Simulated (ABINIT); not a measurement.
Computed results, one entry a study.

```xyz
2
Lattice="0.000 2.827 2.827 2.827 0.000 2.827 2.827 2.827 0.000" Properties=species:S:1:pos:R:3 pbc="T T T" subject="Beyond one shot: GaAs (F-43m)" method="RPA screening on PBE from quasiparticle energies and orbitals, plane waves, norm-conserving pseudopotentials (and 4 further levels or steps)" program="ABINIT 10.8.3" settings="cutoff 45 Ha, PseudoDojo scalar-relativistic 0.4 stringent, norm-conserving, ngkpt (4, 4, 4), nband 95, ecuteps 5 Ha, gwcalctyp 28, inclvkb 2, shiftk (0, 0, 0), symchi 1, awtr 1, frequency ppm, cycle 5, q points all but q = 0, 4×4×4 k-mesh" cost="16 runs, 19 min in all on 8 MPI ranks of Intel Xeon Platinum 8259CL at 2.50GHz (Skylake/Cascade Lake), shared host" notes="The cell and positions come from the Crystallography Open Database and are kept as given unless a step says otherwise. Limits: no spin-orbit coupling. The 4×4×4 mesh is coarse for this cell, which bears on the long-range parts of exchange and screening. For the PBE start: The RPA ε∞ on this mesh reaches over 25; with a narrow direct gap a coarse mesh can overstate it, and the correction is then too small. For the PBE start: On this mesh the RPA ε∞ passes 90, more than nearly any semiconductor shows; a coarse mesh does this where one point with a narrow direct gap carries much weight. The screening is then too strong, and the G0W0 gap should not be taken as the material’s." g0w0="1.150 eV" qsgw_cycle_1="1.297 eV" qsgw_cycle_2="1.316 eV" qsgw_cycle_3="1.331 eV" qsgw_cycle_4="1.335 eV" qsgw_cycle_5="1.335 eV" known_limits="short of the basis limit; mesh may overstate the screening; screening runs away on this mesh; no spin-orbit coupling; coarse k mesh"
Ga    0.000    0.000    0.000
As    1.413    1.413    1.413
```

[Long decimals in the printed logs are rounded to 6 places.]

[Logs are printed without paths, hosts, clocks, repeated set-up lines and the standing remarks that a program may print on its own settings, such as how far it seeks lower states.]

[Paths, hosts, dates, memory and timing lines, banners, echoed tables and standing remarks are left out of the program output; an Ansatz launch command may be rebuilt from the run's recorded settings. Measured values are a selection of at most five: reports struck by readers or far from the other reports are left out. None is set beside runs whose start may be inverted or whose files or cutoffs have a known fault.]

[Runs of the session that timed out or met a known fault of the program may be left out.]

[Hosts, paths, dates, database ids (printed as entryN), source tags and the programs' standing remarks are cut or masked in the printed files.]

[G0W0 gaps are taken among the corrected bands and points alone; a level outside them can change the order at an edge.]

[Where Ansatz stands beside ABINIT at settings called matched, ABINIT's density can come from a denser mesh and the files from another edition; pairs whose starting gaps differed by over 0.03 eV were left out, so agreement reads better than it is.]
